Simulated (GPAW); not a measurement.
**Dielectric function and optical constants of Cr2TeSe**

Aim: the dielectric function of Cr2TeSe, and the optical constants that follow from it.

Calculated with GPAW 26.7.0; DFT, PBE, plane-wave PAW (GPAW data sets), scalar-relativistic, RPA, optical limit.

Report form: the programs' logs are mostly left out.

**1. Starting point**

Symmetry: P-6m2, No. 187, hexagonal system. Conventional cell: a = 3.961 Å, b = 3.961 Å, c = 6.338 Å, α = 90.00°, β = 90.00°, γ = 120.00°. Nearest to Te lie 6 Cr at 2.83 Å. Se has 6 Cr at 2.74 Å nearest. Nearest to Cr lie 3 Se at 2.74 Å and 3 Te at 2.83 Å and 1 Cr at 3.01 Å. Farther neighbours and most contacts between anions are not listed.

**2. Ground state**

First the ground state: is it a metal or has it a gap?

This step: DFT, PBE, plane-wave PAW (GPAW data sets), scalar-relativistic, ground state (GPAW 26.7.0).

The input, gs.py:

```python
from ase import Atoms
from ase.dft.bandgap import bandgap
from gpaw import GPAW, PW, FermiDirac

atoms = Atoms(['Te', 'Se', 'Cr', 'Cr'],
              cell=[[3.96138968, 0.00000000, 0.00000000],
                    [-1.98069484, 3.43066409, 0.00000000],
                    [0.00000000, 0.00000000, 6.33777500]],
              scaled_positions=[[0.00000000, 0.00000000, 0.50000000],
                                [0.33333333, 0.66666667, 0.00000000],
                                [0.66666667, 0.33333333, 0.76225400],
                                [0.66666667, 0.33333333, 0.23774600]],
              pbc=[True, True, True])
atoms.set_initial_magnetic_moments([0.0, 0.0, 3.0, 3.0])
atoms.calc = GPAW(mode=PW(450), xc='PBE', kpts={'size': (7, 7, 4), 'gamma': True},
                  occupations=FermiDirac(0.05), maxiter=150, txt='gs.txt')
print('energy (eV)', atoms.get_potential_energy())
print('Fermi level (eV)', atoms.calc.get_fermi_level())
print('valence electrons', atoms.calc.get_number_of_electrons())
print('gap (eV)', bandgap(atoms.calc, output=None)[0])
print('direct gap (eV)', bandgap(atoms.calc, direct=True, output=None)[0])
print('moments', atoms.get_magnetic_moments().round(3).tolist())
atoms.calc.write('gs.gpw')
```

Started as:

```sh
$ OMP_NUM_THREADS=1 python gs.py
```

Wall time 68 s (1 thread of Arm Neoverse V2, shared host); peak memory 0.24 GiB.

Numbers from this step:

* energy: -26.20 eV
* Fermi energy: 7.585 eV
* electrons: 24
* site moments: -0.105, -0.063, 3.44, 3.44 μB

There are states at the Fermi level within the smearing, so the occupations stay smeared and the carriers get a Drude term.

**3. Bands for the response**

At the fixed density, many empty bands are solved on the mesh of the response, since the spectrum sums over them.

This step: DFT, PBE, plane-wave PAW (GPAW data sets), scalar-relativistic, bands at fixed density (GPAW 26.7.0).

The input, nscf.py:

```python
from ase.dft.bandgap import bandgap
from gpaw import GPAW, FermiDirac

calc = GPAW('gs.gpw').fixed_density(kpts={'size': (12, 12, 6), 'gamma': True}, nbands=59, convergence={'bands': 53},
                                    occupations=FermiDirac(0.05), txt='nscf.txt')
print('gap (eV)', bandgap(calc, output=None)[0])
print('direct gap (eV)', bandgap(calc, direct=True, output=None)[0])
print('top band over the Fermi level (eV)', min(calc.get_eigenvalues(kpt=k)[52] for k in range(len(calc.get_ibz_k_points()))) - calc.get_fermi_level())
calc.write('full.gpw', mode='all')
```

Started as:

```sh
$ OMP_NUM_THREADS=1 python nscf.py
```

Elapsed: 15 min, on 1 thread; peak memory 0.88 GiB.

**4. Dielectric function, RPA**

Local fields let the induced charge screen the field inside the cell, which as a rule lowers ε, most along directions where the density is uneven.

This step: DFT, PBE, plane-wave PAW (GPAW data sets), scalar-relativistic, RPA, optical limit (GPAW 26.7.0).

The input, df.py:

```python
from gpaw.response.df import DielectricFunction

df = DielectricFunction('full.gpw', frequencies={'type': 'nonlinear', 'domega0': 0.03, 'omega2': 8},
                        ecut=80,
                        eta=0.2,
                        nbands=53,
                        rate=0.03,
                        txt='df.txt')
for direction in ['x', 'z']:
    df.get_dielectric_function(xc='RPA', direction=direction, filename=f'df_{direction}.csv')
```

Started as:

```sh
$ OMP_NUM_THREADS=1 python df.py
```

It took 2 min on 1 thread; peak memory 0.68 GiB.

Some rows of df_x.csv (energy; Re and Im without local fields; Re and Im with them):

```text
0.000000, 7771.033485, 0.000000, 7769.954833, 0.000000
0.555532, -12.023110, 34.974888, -13.124274, 34.908049
1.143969, -1.656760, 13.899998, -2.699560, 13.829370
1.768324, 3.183612, 7.523855, 2.005282, 7.555776
2.431988, 5.429251, 6.377956, 3.922544, 6.154027
3.138794, 6.664112, 6.594481, 5.146975, 5.930600
3.893091, 5.849519, 9.056421, 4.732660, 7.863828
4.699832, 3.081386, 8.339699, 2.472454, 7.259627
5.564682, 2.224692, 7.188921, 1.668814, 6.408124
6.494155, 1.343170, 6.504175, 0.676009, 5.742437
7.495775, 0.690895, 5.620473, -0.046658, 4.870820
8.578281, 1.315526, 4.078419, -0.087466, 3.156100
9.751884, 2.185154, 5.886857, 0.235537, 3.111581
11.028587, -3.310925, 9.082847, 0.537237, 2.409095
12.422601, -2.724157, 2.522371, 0.618505, 2.853890
13.950874, -2.134567, 1.844021, 1.005492, 3.446649
15.633783, -1.676317, 1.079943, -1.692822, 4.274815
17.496047, -0.974247, 0.556055, -1.509212, 1.012920
19.567954, -0.463735, 0.327753, -0.573236, 0.496297
```

Sum at mesh points, not converged in k. The Im ε by photon energy; read off at these points:

```tsv
photon energy (eV)	E ∥ x	E ∥ z
0.50	40.2	59.6
1.00	16.8	18.7
1.50	9.09	7.44
2.00	6.98	5.50
2.50	6.09	5.98
3.00	5.92	5.91
3.50	6.93	6.55
4.00	8.05	9.10
4.07	8.10	8.99
4.50	7.48	7.24
5.00	6.96	6.11
5.50	6.40	5.84
6.00	6.09	6.12
6.50	5.73	5.55
7.00	5.35	4.46
7.50	4.87	4.15
8.00	4.04	3.75
8.50	3.22	3.00
9.00	3.02	2.60
9.50	3.16	2.81
10.00	2.91	2.98
10.50	2.68	2.74
11.00	2.41	2.37
11.50	2.41	2.23
12.00	2.75	2.34
12.50	2.82	2.58
13.00	2.46	2.36
13.50	2.62	2.47
14.00	3.50	3.19
14.50	3.33	3.15
15.00	3.93	3.52
15.44	4.55	4.28
15.50	4.50	4.29
16.00	3.00	3.73
16.50	1.90	2.38
17.00	1.43	1.81
17.50	1.01	1.35
18.00	0.783	0.862
18.50	0.652	0.655
19.00	0.538	0.526
19.50	0.499	0.476
```

Values under 1 per cm are given as 1; sum at mesh points, not converged in k. Absorption coefficient against photon energy:

```tsv
photon energy (eV)	E ∥ x (1/cm)	E ∥ z (1/cm)
1.01	3.3e5	4.3e5
1.99	3.1e5	3.0e5
3.02	3.6e5	3.9e5
3.98	6.2e5	7.1e5
4.98	8.1e5	8.0e5
6.02	9.7e5	9.9e5
6.99	1.1e6	1.1e6
8.03	1.2e6	1.2e6
9.02	1.1e6	9.6e5
10.03	1.2e6	1.1e6
11.03	1.1e6	1.1e6
12.02	1.2e6	1.1e6
13.00	1.3e6	1.2e6
14.04	1.7e6	1.6e6
14.96	2.0e6	1.8e6
16.03	2.9e6	2.8e6
16.96	2.5e6	2.5e6
18.05	2.1e6	2.2e6
18.97	1.8e6	1.9e6
```

Sum at mesh points, not converged in k. The loss function −Im 1/ε at q → 0 by energy loss; read off at these points:

```tsv
energy loss (eV)	E ∥ x	E ∥ z
0.50	0.0218	0.0117
1.00	0.0559	0.0363
1.50	0.110	0.0975
2.00	0.121	0.170
2.50	0.114	0.118
3.00	0.101	0.120
3.50	0.0890	0.0927
4.00	0.0966	0.0968
4.50	0.118	0.135
5.00	0.132	0.157
5.50	0.146	0.161
6.00	0.159	0.159
6.50	0.172	0.180
7.00	0.186	0.224
7.50	0.205	0.241
8.00	0.244	0.264
8.50	0.310	0.333
9.00	0.325	0.376
9.50	0.312	0.334
10.00	0.341	0.326
10.50	0.369	0.362
10.88	0.400	0.408
11.00	0.397	0.410
11.33	0.385	0.420
11.50	0.376	0.415
12.00	0.329	0.369
12.50	0.340	0.357
13.00	0.386	0.379
13.50	0.322	0.342
14.00	0.267	0.283
14.50	0.296	0.303
15.00	0.253	0.275
15.50	0.208	0.231
16.00	0.202	0.222
16.50	0.246	0.239
17.00	0.272	0.284
17.50	0.307	0.280
18.00	0.389	0.318
18.50	0.480	0.394
19.00	0.615	0.537
19.50	0.834	0.715
```

Sum at mesh points, not converged in k. The Im ε, E ∥ x by photon energy; read off at these points:

```tsv
photon energy (eV)	without local fields	with local fields
0.50	40.3	40.2
1.00	16.9	16.8
1.50	9.09	9.09
2.00	6.96	6.98
2.50	6.36	6.09
3.00	6.52	5.92
3.50	7.93	6.93
4.00	9.25	8.05
4.07	9.29	8.10
4.50	8.60	7.48
5.00	7.90	6.96
5.50	7.19	6.40
6.00	6.81	6.09
6.50	6.50	5.73
7.00	6.16	5.35
7.50	5.62	4.87
8.00	4.78	4.04
8.50	4.10	3.22
9.00	4.45	3.02
9.50	5.32	3.16
10.00	6.24	2.91
10.50	8.03	2.68
10.88	9.91	2.43
11.00	9.29	2.41
11.50	5.23	2.41
12.00	3.16	2.75
12.50	2.47	2.82
13.00	2.55	2.46
13.50	2.52	2.62
14.00	1.81	3.50
14.50	1.69	3.33
15.00	1.56	3.93
15.44	1.20	4.55
15.50	1.16	4.50
16.00	0.880	3.00
16.50	0.767	1.90
17.00	0.674	1.43
17.50	0.555	1.01
18.00	0.476	0.783
18.50	0.413	0.652
19.00	0.366	0.538
19.50	0.333	0.499
```

Sum at mesh points, not converged in k. Reflectivity at normal incidence against photon energy; read off at these points:

```tsv
photon energy (eV)	E ∥ x (%)	E ∥ z (%)
0.50	71.0	80.0
1.00	56.4	68.5
1.50	40.0	54.3
2.00	30.3	27.8
2.50	27.1	26.8
3.00	26.8	26.6
3.50	29.5	28.5
4.00	32.3	35.4
4.11	32.6	35.7
4.20	32.7	35.3
4.50	32.0	33.9
5.00	31.3	30.3
5.50	30.2	28.8
6.00	30.5	30.9
6.50	30.7	32.8
7.00	30.6	29.3
7.50	30.8	27.6
8.00	30.9	29.4
8.50	26.0	25.0
9.00	21.3	19.1
9.50	22.2	18.3
10.00	22.0	20.3
10.50	20.6	21.0
11.00	17.3	17.8
11.50	15.8	15.4
12.00	17.2	14.5
12.50	19.2	16.8
12.67	19.3	16.7
13.00	17.4	15.2
13.50	15.4	14.8
14.00	21.1	19.0
14.50	22.8	20.2
15.00	25.6	22.4
15.50	36.3	30.5
16.00	48.3	40.0
16.50	51.0	47.6
17.00	53.5	48.0
17.50	56.4	53.7
17.72	57.0	57.4
18.00	55.8	58.3
18.50	54.8	58.6
18.62	54.6	58.7
19.00	53.7	56.7
19.50	49.2	53.3
```

At chosen wavelengths:

```tsv
wavelength (nm)	n x	k x	R (%) x	1/α x	n z	k z	R (%) z	1/α z
800	2.16	2.009	38.4	32 nm	1.44	2.401	50.9	27 nm
532	2.34	1.347	27.9	31 nm	2.22	1.266	25.8	33 nm
450	2.46	1.208	26.7	30 nm	2.38	1.344	28.0	27 nm
405	2.52	1.173	26.7	27 nm	2.34	1.231	26.1	26 nm
308	2.58	1.567	32.4	16 nm	2.52	1.802	35.5	14 nm
248	2.16	1.611	31.3	12 nm	1.93	1.581	30.3	12 nm
193	1.82	1.600	30.8	9.6 nm	1.71	1.676	32.6	9.2 nm
```

In reflection the computed colour is grey: x = 0.318, y = 0.328, luminous reflectivity 27 %.

**5. Results**

In words: At this level (PBE, RPA) Cr2TeSe is a metal. The mesh is too coarse to trust the carriers' weight, the reflectivity or the colour to better than tens of per cent. In reflection the computed colour is grey: x = 0.318, y = 0.328, luminous reflectivity 27 %. The carriers' damping of 0.03 eV is typed, not computed; it shapes the response at the lowest energies. Spin-orbit coupling is left out although heavy atoms are present. The magnetic state comes from one start and need not be the lowest. In this version of GPAW the matrix elements of the optical limit are incomplete, which can lower ε − 1 by up to a tenth where first-row anions or d states rule, and shift it by more in d metals. GPAW's carrier term has the form −ωp²/(ω + i·rate)², which damps like twice the rate and fails at low energy, so the curves leave the lowest energies out. The sum runs over mesh points 0.17 Å⁻¹ apart with no interpolation, so peaks are partly noise of the mesh, and the Drude plasma energy, a sum over the Fermi surface, isn't converged.

[Machine, clock and banner lines and Python warnings are left out of the logs.]

[Logs are printed without paths, hosts, clocks, repeated set-up lines and the standing remarks that a program may print on its own settings, such as how far it seeks lower states.]

[Hosts, paths, dates, database ids (printed as entryN), source tags and the programs' standing remarks are cut or masked in the printed files.]
